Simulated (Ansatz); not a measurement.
**How Cu(100) screens a field**

Aim: image plane and induced charge of Cu(100).

Program: Ansatz 0.2.0. Level of theory: plane-wave DFT, LDA, Ansatz PAW. Results are calculated unless marked as measured.

## (1) Starting point

The cell holds 9 atoms: 9 Cu. Its edges and angles: a = 2.553 Å, b = 2.553 Å, c = 32.440 Å, α = 90.0°, β = 90.0°, γ = 90.0°. Vacuum lies along c.

## (2) Atoms held, field 0

A sawtooth potential applies the field, turning back in the middle of the vacuum. With the dipole correction the typed value is the field outside the slab. The induced dipole is small, so the SCF threshold is tight.

File input.yaml:

```yaml
crystal:
  lattice:
    - [2.5526554801, 0.0, 0.0]
    - [0.0, 2.5526554801, 0.0]
    - [0.0, 0.0, 32.44]
  atoms:
    - { symbol: Cu, position: [0.0, 0.0, 0.2774352651] }
    - { symbol: Cu, position: [0.5, 0.5, 0.3330764488] }
    - { symbol: Cu, position: [0.0, 0.0, 0.3887176326] }
    - { symbol: Cu, position: [0.5, 0.5, 0.4443588163] }
    - { symbol: Cu, position: [0.0, 0.0, 0.5] }
    - { symbol: Cu, position: [0.5, 0.5, 0.5556411837] }
    - { symbol: Cu, position: [0.0, 0.0, 0.6112823674] }
    - { symbol: Cu, position: [0.5, 0.5, 0.6669235512] }
    - { symbol: Cu, position: [0.0, 0.0, 0.7225647349] }
kpoints:
  mp_grid: { grid: [20, 20, 1] }
hamiltonian:
  xc: lda
scf:
  occupations: { method: fermi_dirac, width: 0.1 }
  convergence: { dr2_threshold: 1.0e-10 }
efield:
  axis: 3
  dipole_correction: true
  ramp_position: 0.97
  ramp_width: 0.06
  amplitude: 0
output:
  forces: true
  write_potential: true
  write_density: true
  volumetric_format: npy
```

Run with:

```sh
ansatz run input.yaml --threads 4 --pin off --max-ram 6144MiB --backend cpu --events-out ev --progress --plain --runs-dir out
```

Numbers of over 12 decimals in the logs are rounded to 6 here.

Output:

```text
Engine: ansatz 0.2.0, aarch64-unknown-linux-gnu
Pseudopotentials: kind: paw
Pseudopotential: Cu, paw, valence charge 19, recommended cutoff 420 eV (normal), Cu.paw.azcp
Functional definition: SPW92
  exchange = slater_x
  correlation = pw_c
Crystal: 9 atoms, lattice volume = 211.381 Å³
Basis set: ecut = 420 eV, 4145 PW (Γ)
Bands: 103, of which v1, the nominal top of the filled ones, is band 86 counted from 1 (85 counted from 0)
Symmetry: 8 space group operations
k-points: 66 of 400
Non-local potential: Cu, projectors of the file, l = 0: 3, l = 1: 2, l = 2: 3, l = 3: 1
PAW form: soft (Blöchl's): semilocal exchange-correlation on the pseudo side does not see the compensation charge
PAW frozen core: Cu, regenerated for the run's functional, and the local potential with it (the file was generated under x = pbe(κ = 0.804, μ = 0.219515), c = pbe(β = 0.066725))
PAW one-centre angular grid: Cu, 590 points (default); XC on 64 Gauss nodes
Initial density: superposition of atomic densities (neutral atoms: chi_scale 0, normalization atom), corrected by the library's trained network
Initial wavefunctions: pseudopotential atomic-orbital guess
Functional: x = slater, c = lda
SCF iter   1: F=—  HF=-58999.610375 eV  |F-HF|=—  |Δ(HF+E_count)|=         —  Δρ=1.73e-2  dr2=4.84e-1  ethr=1.77e-3  p=0.000 e·Å  D=1.11e-13 V/Å  ΔV_dip=-0.00 eV  dr2_dipole=7.75e-9  V_vac-E_F(+/−)=4.75/4.75 eV  ⟨swp⟩=6.8  Hψ=27520  notcnv=0  defer=170
efield: sawtooth ramp at fractional position 0.9700 (set: `efield.ramp_position`, or a place that a band, a saddle search or an elastic batch's reference lends), width 0.0600; the density the first Hamiltonian is built on has a dipole p = 0.000 e·Å; the dipole correction subtracts the counter field D = 1.11e-13 V/Å, which shifts the + side's vacuum level by -0.00 eV against the − side's; the planar-averaged density in the ramp window peaks in size at 4.5e-5 e/Å³
preconditioner: auto → LDOS  [metal: Δε(μ)=0.002 eV  Ē_g=8.896 eV  σ=0.100 eV  W_gap=0.01  n_scr=62 (ndim 8)  ℏωp=25.4 eV  f_vac=0.473  D(μ)=3.14/eV (n_scr^D=16)  β→1.0]
SCF iter   2: F=—  HF=-59000.253137 eV  |F-HF|=—  |Δ(HF+E_count)|=   6.43e-1  Δρ=4.79e-2  dr2=2.59e0  ethr=2.83e-4  p=0.000 e·Å  D=1.89e-6 V/Å  ΔV_dip=-0.00 eV  dr2_dipole=1.98e-11  V_vac-E_F(+/−)=5.06/5.06 eV  ⟨swp⟩=3.0  Hψ=16857  notcnv=0  defer=475  recentre
SCF iter   3: F=—  HF=-58999.543374 eV  |F-HF|=—  |Δ(HF+E_count)|=   7.10e-1  Δρ=3.51e-3  dr2=2.24e-2  ethr=2.83e-4  p=0.000 e·Å  D=6.43e-7 V/Å  ΔV_dip=-0.00 eV  dr2_dipole=9.17e-10  V_vac-E_F(+/−)=4.88/4.88 eV  ⟨swp⟩=2.7  Hψ=14264  notcnv=0  defer=475
SCF iter   4: F=—  HF=-58999.540090 eV  |F-HF|=—  |Δ(HF+E_count)|=   3.28e-3  Δρ=1.92e-3  dr2=5.56e-3  ethr=1.31e-5  p=-0.000 e·Å  D=-5.19e-7 V/Å  ΔV_dip=0.00 eV  dr2_dipole=2.73e-10  V_vac-E_F(+/−)=4.92/4.92 eV  ⟨swp⟩=2.5  Hψ=10938  notcnv=0  defer=473
SCF iter   5: F=—  HF=-58999.539262 eV  |F-HF|=—  |Δ(HF+E_count)|=   8.28e-4  Δρ=3.72e-4  dr2=1.99e-4  ethr=3.25e-6  p=-0.000 e·Å  D=-2.11e-7 V/Å  ΔV_dip=0.00 eV  dr2_dipole=6.17e-10  V_vac-E_F(+/−)=4.92/4.92 eV  ⟨swp⟩=2.0  Hψ=9311  notcnv=0  defer=473
SCF iter   6: F=—  HF=-58999.539270 eV  |F-HF|=—  |Δ(HF+E_count)|=   7.46e-6  Δρ=1.23e-4  dr2=2.62e-5  ethr=1.16e-7  p=-0.000 e·Å  D=-1.12e-7 V/Å  ΔV_dip=0.00 eV  dr2_dipole=3.38e-10  V_vac-E_F(+/−)=4.92/4.92 eV  ⟨swp⟩=2.8  Hψ=10759  notcnv=0  defer=473
SCF iter   7: F=—  HF=-58999.539297 eV  |F-HF|=—  |Δ(HF+E_count)|=   2.71e-5  Δρ=7.45e-5  dr2=1.05e-5  ethr=1.53e-8  p=-0.000 e·Å  D=-4.29e-9 V/Å  ΔV_dip=0.00 eV  dr2_dipole=7.51e-11  V_vac-E_F(+/−)=4.92/4.92 eV  ⟨swp⟩=2.0  Hψ=9197  notcnv=0  defer=473
SCF iter   8: F=—  HF=-58999.539284 eV  |F-HF|=—  |Δ(HF+E_count)|=   1.31e-5  Δρ=2.19e-5  dr2=9.95e-7  ethr=6.12e-9  p=0.000 e·Å  D=3.16e-9 V/Å  ΔV_dip=-0.00 eV  dr2_dipole=9.41e-12  V_vac-E_F(+/−)=4.93/4.93 eV  ⟨swp⟩=2.0  Hψ=9297  notcnv=0  defer=473
SCF iter   9: F=—  HF=-58999.539284 eV  |F-HF|=—  |Δ(HF+E_count)|=   4.89e-8  Δρ=9.87e-6  dr2=2.03e-7  ethr=5.82e-10  p=0.000 e·Å  D=3.52e-10 V/Å  ΔV_dip=-0.00 eV  dr2_dipole=1.52e-12  V_vac-E_F(+/−)=4.93/4.93 eV  ⟨swp⟩=2.1  Hψ=9609  notcnv=0  defer=473
SCF iter  10: F=—  HF=-58999.539284 eV  |F-HF|=—  |Δ(HF+E_count)|=   2.31e-7  Δρ=8.70e-6  dr2=1.39e-7  ethr=1.19e-10  p=0.000 e·Å  D=1.21e-8 V/Å  ΔV_dip=-0.00 eV  dr2_dipole=6.70e-13  V_vac-E_F(+/−)=4.93/4.93 eV  ⟨swp⟩=2.0  Hψ=9699  notcnv=0  defer=473
SCF iter  11: F=—  HF=-58999.539284 eV  |F-HF|=—  |Δ(HF+E_count)|=   3.81e-8  Δρ=2.83e-6  dr2=1.61e-8  ethr=8.15e-11  p=0.000 e·Å  D=6.01e-9 V/Å  ΔV_dip=-0.00 eV  dr2_dipole=4.67e-13  V_vac-E_F(+/−)=4.93/4.93 eV  ⟨swp⟩=2.0  Hψ=9270  notcnv=0  defer=473
SCF iter  12: F=—  HF=-58999.539284 eV  |F-HF|=—  |Δ(HF+E_count)|=   1.76e-9  Δρ=1.69e-6  dr2=8.37e-9  ethr=9.43e-12  p=0.000 e·Å  D=7.92e-9 V/Å  ΔV_dip=-0.00 eV  dr2_dipole=5.72e-14  V_vac-E_F(+/−)=4.93/4.93 eV  ⟨swp⟩=2.5  Hψ=9697  notcnv=0  defer=473
SCF iter  13: F=—  HF=-58999.539284 eV  |F-HF|=—  |Δ(HF+E_count)|=   3.70e-9  Δρ=2.71e-7  dr2=1.50e-10  ethr=4.90e-12  p=0.000 e·Å  D=4.73e-9 V/Å  ΔV_dip=-0.00 eV  dr2_dipole=6.84e-14  V_vac-E_F(+/−)=4.93/4.93 eV  ⟨swp⟩=2.2  Hψ=7975  notcnv=0  defer=473
SCF iter  14: F=-58999.539284 eV  HF=-58999.539284 eV  |F-HF|=3.49e-10  |Δ(HF+E_count)|=  2.91e-10  Δρ=2.57e-7  dr2=9.74e-11  ethr=1.00e-12  p=0.000 e·Å  D=1.23e-9 V/Å  ΔV_dip=-0.00 eV  dr2_dipole=1.07e-14  V_vac-E_F(+/−)=4.93/4.93 eV  ⟨swp⟩=16.5  Hψ=47444  notcnv=0
SCF 1 converged in 14 iterations: F = -58999.539284 eV  dr2 = 9.74e-11
  greatest PAW one-centre occupation: 1.000 electrons in one spin orbital (limit 2), on the Cu atom at site 8 (counted from 0), in its partial waves of l = 0
WARN: The output density's exchange-correlation potential varies sharply where the density is thin. Do not read a vacuum level from v_tot or v_xc, or from such a field of the output density. On a cell that repeats whose density bears no net charge and no dipole along the vacuum's axis use v_es (v_loc + v_h of the components); under efield.dipole_correction with no amplitude use v_es + v_field, which holds any externa [...]
SCF converged after 14 iterations
Free energy (F): -58999.539284 eV
Harris-Foulkes:  -58999.539284 eV  (|F-HF|=3.49e-10)
Internal energy: -58999.442462 eV  (E = F + TS)
E sigma→0 (E₀):  -58999.490873 eV
Entropy (-TS):   -0.096822 eV (-10.758 meV/atom)
Fermi energy:    5.791935 eV
Dipole field:    D = -0.000000 V/Å  (p = -0.000000 e·Å, saw-weighted, corrected)
Work function:   Φ+ = 4.9274 eV   Φ− = 4.9274 eV
Levels:          The Fermi level and band energies are counted from a zero that moves with the ramp; work functions are not
--- Per-component energies (eV) ---
  E_band       = -5060.971053
  E_kinetic    = 2702.737669
  E_local      = -588655.608297  (includes V_loc(G=0)·N_el)
  E_nonlocal   = 3553.840278
  E_hartree    = 291226.892847
  E_xc         = -798.442185
  E_vxc        = -1035.476677  (∫ρ·V_xc dr)
  E_paw        = -14345.544075  (= ΣΔE_a)
  E_vpaw       = -4080.247864  (= ΣTr[D̂ρ^β])
  E_aug_tail   = 0.001893  (compensation charges beyond the density's cutoff)
  E_efield     = 0.000000  (sawtooth field / dipole correction)
  E_vefield    = 0.000000  (∫n·V_field dr)
  E_ewald      = 247312.632467
  E_core_change = 4.046941  (= ΣΔE_core)
  E_smearing   = -0.096822  (= −TS)
  E_closure    = 0.000000  (closes the sum)
  Σ components = -58999.539284   (vs F -58999.539284, Δ=0.00e0)
--- Forces (eV/Å), atoms counted from 1 ---
  atom   1  Cu     0.00000000     0.00000000     0.69335703
  atom   2  Cu     0.00000000     0.00000000    -0.21850687
  atom   3  Cu     0.00000000     0.00000000     0.00627508
  atom   4  Cu     0.00000000     0.00000000     0.00743634
  atom   5  Cu    -0.00000000     0.00000000    -0.00000000
  atom   6  Cu     0.00000000     0.00000000    -0.00743635
  atom   7  Cu    -0.00000000     0.00000000    -0.00627507
  atom   8  Cu    -0.00000000     0.00000000     0.21850689
  atom   9  Cu     0.00000000     0.00000000    -0.69335704
  max |Σ_I F_I| component: 1.34e-9 eV/Å
--- Band table (eV; the first three rows and the last of 66) ---
  k-point 0: bands = [... 82 lower, 4.2833, 4.2833, 4.3284, 4.3284, 4.3460, 4.3461, 5.2581, 6.4162, ... 13 higher]
  k-point 1: bands = [... 82 lower, 4.2464, 4.2839, 4.3035, 4.3410, 4.3525, 4.3714, 5.4109, 6.5466, ... 13 higher]
  k-point 2: bands = [... 82 lower, 4.1941, 4.2604, 4.2620, 4.3381, 4.3482, 4.7061, 5.7635, 6.8915, ... 13 higher]
  k-point 65: bands = [... 82 lower, 7.5311, 8.3006, 8.3006, 9.3383, 9.3383, 10.5549, 10.5549, 11.9029, ... 13 higher]
```

Wall time 77 s (4 threads of Arm Neoverse V1, shared host); peak memory 1.3 GiB.

This step gave:

```
energy at zero smearing   : -58999.4909 eV
work function, upper face : 4.927 eV
dipole along the normal   : -1.56e-7 e·Å
```

Running mean over 1.805 Å of the planar mean; the ramp of the sawtooth is left out. The electron's electrostatic potential energy less the Fermi level by z:

```csv
z (Å),electron's electrostatic potential energy less the Fermi level (eV)
3.5,4.93
4.0,4.93
4.5,4.93
5.0,4.92
5.5,4.92
6.0,4.89
6.5,4.80
7.0,4.46
7.5,3.08
8.0,-1.14
8.5,-5.96
9.0,-8.09
9.5,-8.42
10.0,-8.51
10.5,-8.58
11.0,-8.62
11.5,-8.62
12.0,-8.60
12.5,-8.60
13.0,-8.61
13.5,-8.61
14.0,-8.61
14.5,-8.62
15.0,-8.62
15.5,-8.61
16.0,-8.61
16.5,-8.61
17.0,-8.62
17.5,-8.62
18.0,-8.62
18.5,-8.61
19.0,-8.61
19.5,-8.60
20.0,-8.60
20.5,-8.61
21.0,-8.62
21.5,-8.62
22.0,-8.58
22.5,-8.50
23.0,-8.40
23.5,-8.00
24.0,-5.46
24.5,-0.520
25.0,3.35
25.5,4.53
26.0,4.82
26.5,4.90
27.0,4.92
27.5,4.93
28.0,4.93
28.5,4.93
29.0,4.93
```

Force by atom:

```csv
atom,x (eV/Å),y (eV/Å),z (eV/Å),size
Cu1,0.000,0.000,0.693,0.693
Cu2,0.000,0.000,-0.219,0.219
Cu3,0.000,0.000,0.006,0.006
Cu4,0.000,0.000,0.007,0.007
Cu5,0.000,0.000,0.000,0.000
Cu6,0.000,0.000,-0.007,0.007
Cu7,0.000,0.000,-0.006,0.006
Cu8,0.000,0.000,0.219,0.219
Cu9,0.000,0.000,-0.693,0.693
```

The work function of the upper face is 4.93 eV.

## (3) Single point, field 0.05 V/Å

Changes to input.yaml since step 2:

```diff
@@ -27,3 +27,3 @@
   ramp_width: 0.06
-  amplitude: 0
+  amplitude: 0.05
 output:
```

Output:

```text
[...]
Crystal: 9 atoms, lattice volume = 211.381 Å³
Basis set: ecut = 420 eV, 4145 PW (Γ)
Bands: 103, of which v1, the nominal top of the filled ones, is band 86 counted from 1 (85 counted from 0)
Symmetry: 8 space group operations
k-points: 66 of 400
[...]
k-point 0: bands = [... 82 lower, 4.2832, 4.2832, 4.3283, 4.3283, 4.3451, 4.3468, 5.2579, 6.4160, ... 13 higher]
  k-point 1: bands = [... 82 lower, 4.2463, 4.2837, 4.3034, 4.3408, 4.3524, 4.3713, 5.4107, 6.5463, ... 13 higher]
  k-point 2: bands = [... 82 lower, 4.1939, 4.2599, 4.2622, 4.3379, 4.3481, 4.7060, 5.7633, 6.8913, ... 13 higher]
  k-point 65: bands = [... 82 lower, 7.5310, 8.3005, 8.3005, 9.3382, 9.3382, 10.5548, 10.5548, 11.9027, ... 13 higher]
[key lines of the parts left out:]
SCF converged after 17 iterations
Free energy (F): -58999.540070 eV
Fermi energy:    5.791802 eV
Dipole field:    D = 0.026912 V/Å  (p = 0.031437 e·Å, saw-weighted, corrected)
```

It took 90 s on 4 threads; peak memory 1.3 GiB; 5.9 min of CPU time.

The dipole is 0.0314 e·Å.

## (4) Atoms held, field -0.05 V/Å

Changes to input.yaml since step 3:

```diff
@@ -27,3 +27,3 @@
   ramp_width: 0.06
-  amplitude: 0.05
+  amplitude: -0.05
 output:
```

Output:

```text
[...]
Crystal: 9 atoms, lattice volume = 211.381 Å³
Basis set: ecut = 420 eV, 4145 PW (Γ)
Bands: 103, of which v1, the nominal top of the filled ones, is band 86 counted from 1 (85 counted from 0)
Symmetry: 8 space group operations
k-points: 66 of 400
[...]
k-point 0: bands = [... 82 lower, 4.2832, 4.2832, 4.3283, 4.3283, 4.3451, 4.3468, 5.2579, 6.4160, ... 13 higher]
  k-point 1: bands = [... 82 lower, 4.2463, 4.2837, 4.3034, 4.3408, 4.3524, 4.3713, 5.4107, 6.5463, ... 13 higher]
  k-point 2: bands = [... 82 lower, 4.1939, 4.2599, 4.2622, 4.3379, 4.3481, 4.7060, 5.7633, 6.8913, ... 13 higher]
  k-point 65: bands = [... 82 lower, 7.5310, 8.3005, 8.3005, 9.3382, 9.3382, 10.5548, 10.5548, 11.9027, ... 13 higher]
[key lines of the parts left out:]
SCF converged after 17 iterations
Free energy (F): -58999.540070 eV
Fermi energy:    5.791802 eV
Dipole field:    D = -0.026912 V/Å  (p = -0.031437 e·Å, saw-weighted, corrected)
```

Wall time 90 s (4 threads); peak memory 1.3 GiB.

The dipole is -0.0314 e·Å.

## (5) Single point, field 0.1 V/Å

Changes to input.yaml since step 4:

```diff
@@ -27,3 +27,3 @@
   ramp_width: 0.06
-  amplitude: -0.05
+  amplitude: 0.1
 output:
```

Output:

```text
[...]
Crystal: 9 atoms, lattice volume = 211.381 Å³
Basis set: ecut = 420 eV, 4145 PW (Γ)
Bands: 103, of which v1, the nominal top of the filled ones, is band 86 counted from 1 (85 counted from 0)
Symmetry: 8 space group operations
k-points: 66 of 400
[...]
k-point 0: bands = [... 82 lower, 4.2828, 4.2828, 4.3280, 4.3280, 4.3439, 4.3472, 5.2574, 6.4153, ... 13 higher]
  k-point 1: bands = [... 82 lower, 4.2459, 4.2833, 4.3031, 4.3403, 4.3521, 4.3709, 5.4103, 6.5457, ... 13 higher]
  k-point 2: bands = [... 82 lower, 4.1936, 4.2589, 4.2625, 4.3374, 4.3479, 4.7056, 5.7628, 6.8907, ... 13 higher]
  k-point 65: bands = [... 82 lower, 7.5306, 8.3001, 8.3001, 9.3378, 9.3378, 10.5544, 10.5544, 11.9024, ... 13 higher]
[key lines of the parts left out:]
SCF converged after 17 iterations
Free energy (F): -58999.542428 eV
Fermi energy:    5.791419 eV
Dipole field:    D = 0.053827 V/Å  (p = 0.062879 e·Å, saw-weighted, corrected)
```

It took 90 s on 4 threads; peak memory 1.3 GiB; 5.9 min of CPU time.

The dipole is 0.0629 e·Å.

## (6) Single point, field -0.1 V/Å

Changes to input.yaml since step 5:

```diff
@@ -27,3 +27,3 @@
   ramp_width: 0.06
-  amplitude: 0.1
+  amplitude: -0.1
 output:
```

Output:

```text
[...]
Crystal: 9 atoms, lattice volume = 211.381 Å³
Basis set: ecut = 420 eV, 4145 PW (Γ)
Bands: 103, of which v1, the nominal top of the filled ones, is band 86 counted from 1 (85 counted from 0)
Symmetry: 8 space group operations
k-points: 66 of 400
[...]
k-point 0: bands = [... 82 lower, 4.2828, 4.2828, 4.3280, 4.3280, 4.3439, 4.3472, 5.2574, 6.4153, ... 13 higher]
  k-point 1: bands = [... 82 lower, 4.2459, 4.2833, 4.3031, 4.3403, 4.3521, 4.3709, 5.4103, 6.5457, ... 13 higher]
  k-point 2: bands = [... 82 lower, 4.1936, 4.2589, 4.2625, 4.3374, 4.3479, 4.7056, 5.7628, 6.8907, ... 13 higher]
  k-point 65: bands = [... 82 lower, 7.5306, 8.3001, 8.3001, 9.3378, 9.3378, 10.5544, 10.5544, 11.9024, ... 13 higher]
[key lines of the parts left out:]
SCF converged after 17 iterations
Free energy (F): -58999.542428 eV
Fermi energy:    5.791419 eV
Dipole field:    D = -0.053828 V/Å  (p = -0.062880 e·Å, saw-weighted, corrected)
```

Run time: 91 s. Hardware: 4 threads; peak memory 1.3 GiB; 6 min of CPU time.

The dipole is -0.0629 e·Å.

## (7) Single point, field 0.2 V/Å

Changes to input.yaml since step 6:

```diff
@@ -27,3 +27,3 @@
   ramp_width: 0.06
-  amplitude: -0.1
+  amplitude: 0.2
 output:
```

Output:

```text
[...]
Crystal: 9 atoms, lattice volume = 211.381 Å³
Basis set: ecut = 420 eV, 4145 PW (Γ)
Bands: 103, of which v1, the nominal top of the filled ones, is band 86 counted from 1 (85 counted from 0)
Symmetry: 8 space group operations
k-points: 66 of 400
[...]
k-point 0: bands = [... 82 lower, 4.2812, 4.2812, 4.3265, 4.3265, 4.3408, 4.3474, 5.2555, 6.4126, ... 13 higher]
  k-point 1: bands = [... 82 lower, 4.2444, 4.2816, 4.3018, 4.3384, 4.3511, 4.3694, 5.4083, 6.5430, ... 13 higher]
  k-point 2: bands = [... 82 lower, 4.1920, 4.2559, 4.2626, 4.3355, 4.3468, 4.7040, 5.7609, 6.8880, ... 13 higher]
  k-point 65: bands = [... 82 lower, 7.5291, 8.2986, 8.2986, 9.3363, 9.3363, 10.5529, 10.5529, 11.9009, ... 13 higher]
[key lines of the parts left out:]
SCF converged after 17 iterations
Free energy (F): -58999.551860 eV
Fermi energy:    5.789883 eV
Dipole field:    D = 0.107668 V/Å  (p = 0.125774 e·Å, saw-weighted, corrected)
```

Elapsed: 90 s, on 4 threads; peak memory 1.3 GiB; 6 min of CPU time.

The dipole is 0.126 e·Å.

## (8) Atoms held, field -0.2 V/Å

Changes to input.yaml since step 7:

```diff
@@ -27,3 +27,3 @@
   ramp_width: 0.06
-  amplitude: 0.2
+  amplitude: -0.2
 output:
```

Output:

```text
[...]
Crystal: 9 atoms, lattice volume = 211.381 Å³
Basis set: ecut = 420 eV, 4145 PW (Γ)
Bands: 103, of which v1, the nominal top of the filled ones, is band 86 counted from 1 (85 counted from 0)
Symmetry: 8 space group operations
k-points: 66 of 400
[...]
k-point 0: bands = [... 82 lower, 4.2812, 4.2812, 4.3265, 4.3265, 4.3408, 4.3474, 5.2555, 6.4126, ... 13 higher]
  k-point 1: bands = [... 82 lower, 4.2444, 4.2816, 4.3018, 4.3384, 4.3511, 4.3694, 5.4083, 6.5430, ... 13 higher]
  k-point 2: bands = [... 82 lower, 4.1920, 4.2559, 4.2626, 4.3355, 4.3468, 4.7040, 5.7609, 6.8880, ... 13 higher]
  k-point 65: bands = [... 82 lower, 7.5291, 8.2986, 8.2986, 9.3363, 9.3363, 10.5529, 10.5529, 11.9009, ... 13 higher]
[key lines of the parts left out:]
SCF converged after 17 iterations
Free energy (F): -58999.551860 eV
Fermi energy:    5.789883 eV
Dipole field:    D = -0.107668 V/Å  (p = -0.125774 e·Å, saw-weighted, corrected)
```

The job ended after 90 s (4 threads; peak memory 1.3 GiB).

The dipole is -0.126 e·Å.

## (9) Single point, field 0.4 V/Å

Changes to input.yaml since step 8:

```diff
@@ -27,3 +27,3 @@
   ramp_width: 0.06
-  amplitude: -0.2
+  amplitude: 0.4
 output:
@@ -33 +33,2 @@
   volumetric_format: npy
+  elf: true
```

Output:

```text
[...]
Crystal: 9 atoms, lattice volume = 211.381 Å³
Basis set: ecut = 420 eV, 4145 PW (Γ)
Bands: 103, of which v1, the nominal top of the filled ones, is band 86 counted from 1 (85 counted from 0)
Symmetry: 8 space group operations
k-points: 66 of 400
[...]
k-point 0: bands = [... 82 lower, 4.2749, 4.2749, 4.3208, 4.3208, 4.3315, 4.3446, 5.2477, 6.4015, ... 13 higher]
  k-point 1: bands = [... 82 lower, 4.2384, 4.2747, 4.2966, 4.3308, 4.3468, 4.3632, 5.4006, 6.5321, ... 13 higher]
  k-point 2: bands = [... 82 lower, 4.1858, 4.2467, 4.2598, 4.3279, 4.3424, 4.6976, 5.7531, 6.8773, ... 13 higher]
  k-point 65: bands = [... 82 lower, 7.5229, 8.2925, 8.2925, 9.3303, 9.3303, 10.5469, 10.5469, 11.8949, ... 13 higher]
[key lines of the parts left out:]
SCF converged after 19 iterations
Free energy (F): -58999.589601 eV
Fermi energy:    5.783653 eV
Dipole field:    D = 0.215424 V/Å  (p = 0.251651 e·Å, saw-weighted, corrected)
```

Wall time 97 s (4 threads); peak memory 1.3 GiB.

[end of part 1 of 2]

[Logs are printed without paths, hosts, clocks, repeated set-up lines and the standing remarks that a program may print on its own settings, such as how far it seeks lower states.]

[Hosts, paths, dates, database ids (printed as entryN), source tags and the programs' standing remarks are cut or masked in the printed files.]

[Maps of the electrostatic potential energy from Ansatz leave out the sawtooth potential of an applied field or a dipole correction, so their vacuum need not be flat; planar profiles and work functions include it.]
